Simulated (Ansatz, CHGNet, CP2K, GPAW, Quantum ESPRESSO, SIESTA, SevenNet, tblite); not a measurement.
# Generalised stacking fault on (111) (glide set) of a Ge-Si solid solution (72 atoms): one structure in several programs

Wanted: errors and costs of other methods on generalised stacking fault on (111) (glide set) of a Ge-Si solid solution (72 atoms). A plane-wave run serves as the reference.

Method: Kohn-Sham DFT, PBE, SSSP efficiency 1.3.0 pseudopotentials, plane waves, in Quantum ESPRESSO 7.5.

## Step 1: The starting structure

The cell holds 72 atoms: 51 Ge and 21 Si. Cell: a = 6.849 Å, b = 11.862 Å, c = 19.579 Å, α = 90.0°, β = 88.3°, γ = 90.0°. Diamond-structure Ge (a = 5.5919 Å), cell with z along [111], 1 x 3 x 2 periods; the third cell vector is tilted by 0.083 of 1/2[11-2] and lengthened by 0.2 Å, so the cell holds one fault (glide set); displaced by a Gaussian of 0.01 Å; 21 of 72 Ge sites given to Si at random (lattice constant by Vegard's rule between Ge and Si) Then every atom was moved at random, 0.05 Å r.m.s. a Cartesian component. The structure's axis is c.

## Step 2: Reference: Quantum ESPRESSO, plane waves

Input file pw.in:

```
&control
  calculation = 'scf'
  pseudo_dir = './pseudo'
  outdir = './tmp'
  disk_io = 'none'
  tprnfor = .true.
  tstress = .true.
/
&system
  ibrav = 0
  nat = 72
  ntyp = 2
  ecutwfc = 45
  ecutrho = 360
  nosym = .true.
  occupations = 'smearing'
  smearing = 'fd'
  degauss = 0.003675
/
&electrons
  conv_thr = 3.6e-07
  electron_maxstep = 100
  mixing_beta = 0.2
  mixing_mode = 'local-TF'
  diagonalization = 'david'
/
ATOMIC_SPECIES
Ge 72.630 Ge.upf
Si 28.085 Si.upf
CELL_PARAMETERS angstrom
6.84865 0.00000 0.00000
0.00000 11.86221 0.00000
0.57070 0.00000 19.57091
ATOMIC_POSITIONS crystal
Ge 0.48162 0.17187 0.02273
Ge 0.47964 0.16780 0.14470
Ge 0.81983 0.16745 0.18597
Si 0.78622 0.17000 0.31058
Si 0.99946 0.99786 0.02759
Ge 0.97695 0.99929 0.14243
Si 0.31846 0.99479 0.18418
Ge 0.30818 0.99885 0.30582
Ge 0.63953 0.99728 0.34984
Si 0.62710 0.00072 0.47219
Si 0.50035 0.49990 0.02274
Si 0.49366 0.49438 0.13967
[... 56 atom lines left out ...]
Si 0.08812 0.49356 0.84287
Si 0.09208 0.50233 0.96824
Ge 0.09551 0.83283 0.84973
Si 0.07122 0.83396 0.96741
K_POINTS gamma
```

Run with:

```
$ OMP_NUM_THREADS=1 mpirun -np 4 pw.x -in pw.in > output.txt
```

The log of the run:

```text
Program PWSCF
     gamma-point specific algorithms are used
     one sub-group per band group will be used
     scalapack distributed-memory algorithm (size of sub-group:  2*  2 procs)
     Parallelization info
     sticks:   dense  smooth     PW     G-vecs:    dense   smooth      PW
     Min        2078    1040    258               309400   109408   13674
     Max        2079    1041    259               309411   109413   13680
     Sum        8313    4161   1033              1237619   437637   54705
     bravais-lattice index     =            0
     lattice parameter (alat)  =      12.9421  a.u.
     unit-cell volume          =   10729.4683 (a.u.)^3
     number of atoms/cell      =           72
     number of atomic types    =            2
     number of electrons       =       798.00
[... lines left out ...]
     scf convergence threshold =      3.6E-07
[... lines left out ...]
     number of k points=     1  Fermi-Dirac smearing, width (Ry)=  0.0037
[... lines left out ...]
     total energy              =  -11134.98985036 Ry
[... lines left out ...]
     total energy              =  -11134.71289038 Ry
[... lines left out ...]
     total energy              =  -11134.77516910 Ry
[... lines left out ...]
     total energy              =  -11134.78009043 Ry
[... lines left out ...]
     total energy              =  -11134.78009062 Ry
[... lines left out ...]
   -17.2382 -17.1888 -17.1636 -17.1449 -17.1208 -17.1121 -17.1042 -17.0944
   -17.0907 -17.0888 -17.0852 -17.0776 -17.0758 -17.0740 -17.0680 -17.0656
   -17.0594 -17.0544 -17.0521 -17.0502 -17.0366 -17.0356 -17.0340 -17.0333
[...]
11.2606  11.2877  11.2910  11.3119  11.3182  11.3976  11.4058  11.4358
    11.4504  11.4743  11.4891  11.5564  11.5994  11.6108  11.6662  11.6690
    11.7158  11.7736  11.9549  12.0173  12.0608  12.1152  12.2905
     the Fermi energy is     8.1488 ev
!    total energy              =  -11134.78009122 Ry
     estimated scf accuracy    <       0.00000014 Ry
     smearing contrib. (-TS)   =      -0.00750696 Ry
     internal energy E=F+TS    =  -11134.77258426 Ry
     The total energy is F=E-TS. E is the sum of the following terms:
     one-electron contribution =   -8469.03829289 Ry
     hartree contribution      =    4924.25152657 Ry
     xc contribution           =   -3103.08891773 Ry
     ewald contribution        =   -4486.89690020 Ry
     convergence has been achieved in  13 iterations
     Forces acting on atoms (cartesian axes, Ry/au):
     atom    1 type  1   force =    -0.04558677   -0.03148568   -0.01832146
     atom    2 type  1   force =     0.02868277   -0.04941777    0.00843431
     atom    3 type  1   force =    -0.06206392   -0.04150286    0.04300846
[...]
atom   71 type  1   force =    -0.03010889   -0.00636412   -0.01104191
     atom   72 type  2   force =     0.03787597    0.03496298    0.03194057
     Total force =     0.483250     Total SCF correction =     0.001792
     Computing stress (Cartesian axis) and pressure
          total   stress  (Ry/bohr**3)                   (kbar)     P=       31.24
  -0.00040185  -0.00004773  -0.00013809          -59.11       -7.02      -20.31
  -0.00004773   0.00082968   0.00003195           -7.02      122.05        4.70
  -0.00013809   0.00003195   0.00020927          -20.31        4.70       30.79
     Message from routine punch:
     Nothing written, as per user request (disk_io='none')
```

Elapsed: 4.3 min, on 4 MPI ranks of Arm Neoverse V1, shared host; peak memory 4.4 GiB.

Banners and routine set-up lines are dropped from the logs; longer cuts are marked.

Numbers from this run:

| Property | Result |
| --- | --- |
| r.m.s. force component | 0.8454 eV/Å |
| longest force | 2.812 eV/Å |
| pressure | 3.124 GPa |

## Step 3: Structure statistics

g(r), total and by pair (bins of 0.2 Å):

```
r (Å)  total  Ge-Ge  Ge-Si  Si-Si
 2.20   0.53   0.28   0.69   1.14
 2.40   4.80   5.29   4.21   4.88
 2.60   0.49   0.52   0.56   0.00
 2.80   0.00   0.00   0.00   0.00
 3.00   0.16   0.06   0.19   0.62
 3.20   0.00   0.00   0.00   0.00
 3.40   0.00   0.00   0.00   0.00
 3.60   0.00   0.00   0.00   0.00
 3.80   1.44   1.21   1.70   1.55
 4.00   4.95   5.20   4.66   4.87
 4.20   0.24   0.23   0.24   0.33
 4.40   0.26   0.25   0.27   0.29
 4.60   3.60   3.79   3.55   2.83
 4.80   0.76   0.76   0.66   1.26
 5.00   0.31   0.20   0.41   0.57
 5.20   0.05   0.02   0.04   0.31
 5.40   0.18   0.18   0.20   0.10
 5.60   1.24   1.30   1.13   1.38
 5.80   0.17   0.10   0.28   0.00
 6.00   1.55   1.60   1.46   1.66
 6.20   1.14   1.22   1.08   0.91
 6.40   0.04   0.04   0.04   0.00
 6.60   0.28   0.15   0.42   0.40
 6.80   3.13   3.26   2.92   3.39
 7.00   1.05   1.07   0.99   1.31
 7.20   1.68   1.68   1.77   1.21
 7.40   0.88   0.84   0.93   0.89
 7.60   0.17   0.15   0.19   0.20
```

Bonds by pair of elements; cutoffs follow the first minimum of g(r), held within bounds set by covalent radii, and pairs that aren't listed don't count as bonded (cutoffs were set anew for this text, so counts can differ from the run's own analysis):

```
pair A-B  cutoff (Å)  bonds  mean length (Å)  spread (Å)  shortest (Å)  B about A  A about B
   Ge-Ge        2.83     73             2.42       0.071          2.27       2.86       2.86
   Ge-Si        2.77     53             2.41       0.073          2.25       1.04       2.52
   Si-Si        2.77     12             2.40       0.087          2.23       1.14       1.14
```

How many atoms have how many bonded neighbours:

```
element  mean  3   4
     Ge  3.90  5  46
     Si  3.67  7  14
```

Rings of the network by King's shortest-path rule, up to 12 atoms, one path for each pair of neighbours; H, halogens, alkali and alkaline-earth atoms are left out:

```
ring size (atoms)  rings  per network atom
                6    114              1.58
                8      8             0.111
```

## Step 4: The other programs

The programs:
- CHGNet: machine-learned potential, published weights.
- CP2K 2026.2: Gaussian basis with GTH pseudopotentials and a plane-wave density; labels give functional, basis (MOLOPT sets; SR short-range, UZH the newer set with its own potentials), grid cutoff/relative cutoff and solver (OT: orbital transformation; TRS4, TC2, SIGN: linear-scaling purification with its sparsity filter), or its built-in tight binding.
- GPAW 26.7.0: PAW with atomic orbitals (LCAO), plane waves or a real-space grid of spacing h.
- SIESTA 5.4.2: numerical atomic orbitals, whose automatically made sets are far from complete, with PseudoDojo norm-conserving potentials that we converted to its format (checked against plane waves on the same files for H, C, O, Si, Ge and Ca alone); labels give functional, basis size, energy shift and mesh cutoff.
- SevenNet: machine-learned potential, published weights.
- tblite 0.8.0: extended tight binding, driven from Python.

All use the same cell and atoms; the electronic-structure runs use the same k-mesh, and an electronic temperature of 580 K (0.05 eV) where levels are smeared.

Differences are against the plane-wave reference, forces as r.m.s. over components; share is that over the reference's r.m.s. force, slope the least-squares factor from reference forces to these. Total energies of different programs have different zeros and aren't compared.

```
                                                            run  Δ force, r.m.s. (meV/Å)  share (%)  slope  Δ pressure (GPa)  cores  CPU time  memory (GiB)
                                                      reference                        -          -      -                 -      4    17 min           4.4
                                         CHGNet 0.3.0 potential                      357       42.2  0.613              1.63      1       4 s          0.63
          CP2K PBE+rVV10L, DZVP-UZH, 350/50 Ry, diagonalisation                     27.8       3.29  1.014             0.160      2   7.8 min           3.5
  CP2K PBE, DZVP-MOLOPT (SR for Ge), 350/50 Ry, diagonalisation                     26.2       3.10  1.007             0.586      2   3.8 min           1.9
        CP2K PBE, DZVP-UZH, 122/50 Ry, diagonalisation (coarse)                     27.0       3.19  1.014             0.518      2   3.8 min          0.84
        CP2K PBE, DZVP-UZH, 175/50 Ry, diagonalisation (coarse)                     26.9       3.19  1.014             0.518      2   4.5 min           1.1
        CP2K PBE, DZVP-UZH, 350/30 Ry, diagonalisation (coarse)                     26.9       3.18  1.014             0.519      2   3.8 min           2.0
                 CP2K PBE, DZVP-UZH, 350/50 Ry, diagonalisation                     26.9       3.19  1.014             0.518      2   4.7 min           2.0
   CP2K PBE, SZV-MOLOPT-SR, 350/50 Ry, diagonalisation (coarse)                      426       50.4  1.181            -0.882      1     2 min           1.7
CP2K RPBE, PBE potentials, DZVP-UZH, 350/50 Ry, diagonalisation                     26.8       3.16  1.014             0.970      2   4.7 min           2.0
                                   GPAW PBE, LCAO dzp, h 0.16 Å                     69.3       8.20  1.076                 -      1    11 min           3.1
                                    GPAW PBE, LCAO dzp, h 0.2 Å                     69.6       8.24  1.075                 -      1   5.8 min           1.6
              GPAW PBE, LCAO dzp, h 0.2 Å, other mixer settings                     69.9       8.27  1.075                 -      1   5.2 min           1.5
                       GPAW PBE, LCAO sz(dzp), h 0.2 Å (coarse)                      317       37.5  1.243                 -      1      87 s           1.2
                      GPAW PBE, LCAO szp(dzp), h 0.2 Å (coarse)                      170       20.1  1.176                 -      1   3.9 min           1.6
            SIESTA PBE, DZ, shift 0.01 Ry, mesh 300 Ry (coarse)                      154       18.2  1.079              2.04      1   2.5 min          0.88
                    SIESTA PBE, DZP, shift 0.01 Ry, mesh 300 Ry                      127       15.0  1.081             0.942      1   7.1 min           1.5
            SIESTA PBE, SZ, shift 0.01 Ry, mesh 300 Ry (coarse)                      394       46.7  1.350              7.28      1   1.8 min          0.73
           SIESTA PBE, SZP, shift 0.01 Ry, mesh 300 Ry (coarse)                      221       26.1  1.231              3.16      1   5.3 min           1.3
                    SIESTA PBE, TZP, shift 0.01 Ry, mesh 300 Ry                      121       14.3  1.088             0.732      2   9.9 min           1.9
                                           SevenNet 0 potential                      287       33.9  0.752            -0.736      1     8.8 s          0.77
                                        SevenNet l3i5 potential                      264       31.2  0.918             0.533      1      11 s           1.1
                                                tblite GFN1-xTB                      216       25.5  0.901              5.19      1     8.7 s          0.15
```

Rows marked coarse use a setting chosen to be so.

Times of the machine-learned potentials are mostly Python's start and the loading of weights.

CPU time is summed over cores on a shared host, where runs went side by side, so it is rough. Symmetry, cutoffs, thresholds, outputs and thread counts weren't matched or tuned between programs; memory under MPI is the largest rank's times the ranks.

Runs without a result: CP2K GFN1-xTB, diagonalisation (not converged, the SCF not settling).

Mean charges by element (e), by run and scheme:

```
                                                            run     scheme     Ge     Si
          CP2K PBE+rVV10L, DZVP-UZH, 350/50 Ry, diagonalisation   Mulliken  -0.05  +0.13
          CP2K PBE+rVV10L, DZVP-UZH, 350/50 Ry, diagonalisation  Hirshfeld   0.00   0.00
  CP2K PBE, DZVP-MOLOPT (SR for Ge), 350/50 Ry, diagonalisation   Mulliken  +0.03  -0.08
  CP2K PBE, DZVP-MOLOPT (SR for Ge), 350/50 Ry, diagonalisation  Hirshfeld   0.00   0.00
                 CP2K PBE, DZVP-UZH, 350/50 Ry, diagonalisation   Mulliken  -0.05  +0.12
                 CP2K PBE, DZVP-UZH, 350/50 Ry, diagonalisation  Hirshfeld   0.00   0.00
CP2K RPBE, PBE potentials, DZVP-UZH, 350/50 Ry, diagonalisation   Mulliken  -0.04  +0.11
CP2K RPBE, PBE potentials, DZVP-UZH, 350/50 Ry, diagonalisation  Hirshfeld   0.00   0.00
                    SIESTA PBE, DZP, shift 0.01 Ry, mesh 300 Ry  Hirshfeld  +0.01  -0.03
                    SIESTA PBE, TZP, shift 0.01 Ry, mesh 300 Ry  Hirshfeld  +0.01  -0.03
                                                tblite GFN1-xTB   Mulliken  -0.05  +0.12
```

Within one program, basis, potentials and functional, energies share a zero. Each run against its twin at the usual cutoff or grid and solver:

```
                                              run                                  twin  Δ energy (meV/atom)  Δ force, r.m.s. (meV/Å)  CPU time over the twin's
   CP2K PBE, DZVP-UZH, 122/50 Ry, diagonalisation  DZVP-UZH, 350/50 Ry, diagonalisation               0.0043                    0.458                      0.81
   CP2K PBE, DZVP-UZH, 175/50 Ry, diagonalisation  DZVP-UZH, 350/50 Ry, diagonalisation               2.0e-4                    0.113                      0.96
   CP2K PBE, DZVP-UZH, 350/30 Ry, diagonalisation  DZVP-UZH, 350/50 Ry, diagonalisation              -0.0134                     1.02                      0.81
                     GPAW PBE, LCAO dzp, h 0.16 Å                     LCAO dzp, h 0.2 Å                -5.16                     12.0                       1.8
GPAW PBE, LCAO dzp, h 0.2 Å, other mixer settings                     LCAO dzp, h 0.2 Å                    0                     2.87                      0.90
```

## Step 5: Outcome

| Item | Value |
| --- | --- |
| reference r.m.s. force component | 0.845 eV/Å |
| nearest in forces | CP2K PBE, DZVP-MOLOPT (SR for Ge), 350/50 Ry, diagonalisation, 3.1 % |
| farthest in forces | CP2K PBE, SZV-MOLOPT-SR, 350/50 Ry, diagonalisation (coarse), 50 % |
| cheapest electronic-structure run beside the reference | tblite GFN1-xTB, 8.7 s of CPU time |

The PBE runs in local orbitals, coarse settings apart, differ by 3.1 % (CP2K PBE, DZVP-MOLOPT (SR for Ge), 350/50 Ry, diagonalisation) to 15 % (SIESTA PBE, DZP, shift 0.01 Ry, mesh 300 Ry); basis, grid and potentials can all enter. Tight binding differs by 26 % (tblite GFN1-xTB); it is another model, with fitted parameters of its own, and the xTB methods hold dispersion. Machine-learned potentials differ by 31 % (SevenNet l3i5 potential) to 42 % (CHGNet 0.3.0 potential); they were trained on other programs' data. Among those trained on PBE data the slope goes as low as 0.61, which softening far from their training structures can give, though the reference's k-sampling is untested too. Rows with another functional or a dispersion term differ by 3.2 % (CP2K RPBE, PBE potentials, DZVP-UZH, 350/50 Ry, diagonalisation) to 3.3 % (CP2K PBE+rVV10L, DZVP-UZH, 350/50 Ry, diagonalisation), which mixes the change of model with differences of basis and potentials, some of them made for another functional. Runs with settings chosen to be coarse differ by 3.2 % (CP2K PBE, DZVP-UZH, 350/30 Ry, diagonalisation) to 50 % (CP2K PBE, SZV-MOLOPT-SR, 350/50 Ry, diagonalisation), their programs' other errors included. Of the electronic-structure runs that take under half the reference's CPU time, CP2K PBE, DZVP-MOLOPT (SR for Ge), 350/50 Ry, diagonalisation is among the nearest, at 3.1 % in 3.8 min against 17 min. SIESTA PBE, SZ, shift 0.01 Ry, mesh 300 Ry stiffens the forces by a factor of 1.35 while following their directions (correlation 0.975); the slopes of the 5 SIESTA runs lie between 1.08 and 1.35. In pressure, SIESTA PBE, SZ, shift 0.01 Ry, mesh 300 Ry misses by +7.3 GPa, at the same functional. Charges hang on model, scheme and program or settings: among these rows the mean for Si runs from -0.08 to +0.13 e, even in sign. In the reference: levels near the Fermi energy are neither full nor empty under the smearing, so no gap is quoted. In the reference: among the first-shell peaks of g(r) are those at about 2.41 Å (Ge-Ge), 2.40 Å (Ge-Si) and 2.41 Å (Si-Si). Periodic xTB results under one method name differ between programs and library versions. The potentials hold different valence shells: 798 electrons in the reference, 288 in GPAW and 288 in CP2K with DZVP-MOLOPT; this bears on time and differences. GPAW's setups keep the filled d shell of Ge in the core. The reference's pressure holds the uncorrected Pulay stress of its 45 Ry basis, so small pressure differences, and their order, may be the reference's own error. Machine-learned potentials mimic data converged in k, so the reference's own k-point error enters their differences. The reference's stress is far from hydrostatic: its diagonal is -5.9, 12.2, 3.1 GPa, compression counted positive. The host structure and its lattice constant were typed by rule, without a check against the phase diagram. The reference's pressure of 3.1 GPa belongs to unrelaxed atoms and would change as they relax. The electronic-structure runs sample only Γ, in a cell whose shortest periodic width is 7 Å, which is coarse for a cell with partly filled levels.

[Long decimals in the printed logs are rounded to 6 places.]

[Also dropped from logs without a mark: lines with file paths, logging warnings of Python, QE's lines on negative density and diagonalisation, SIESTA's first energy breakdown, zero terms and Voronoi charges.]

[Logs are printed without paths, hosts, clocks, repeated set-up lines and the standing remarks that a program may print on its own settings, such as how far it seeks lower states.]

[Hosts, paths, dates, database ids (printed as entryN), source tags and the programs' standing remarks are cut or masked in the printed files.]

[Not all failed runs are listed: runs killed by the host, ended in a Python traceback or in CONQUEST's support-function errors, and SIESTA runs with faulty potentials for Cu, Fe, Ni or Zn are left out.]
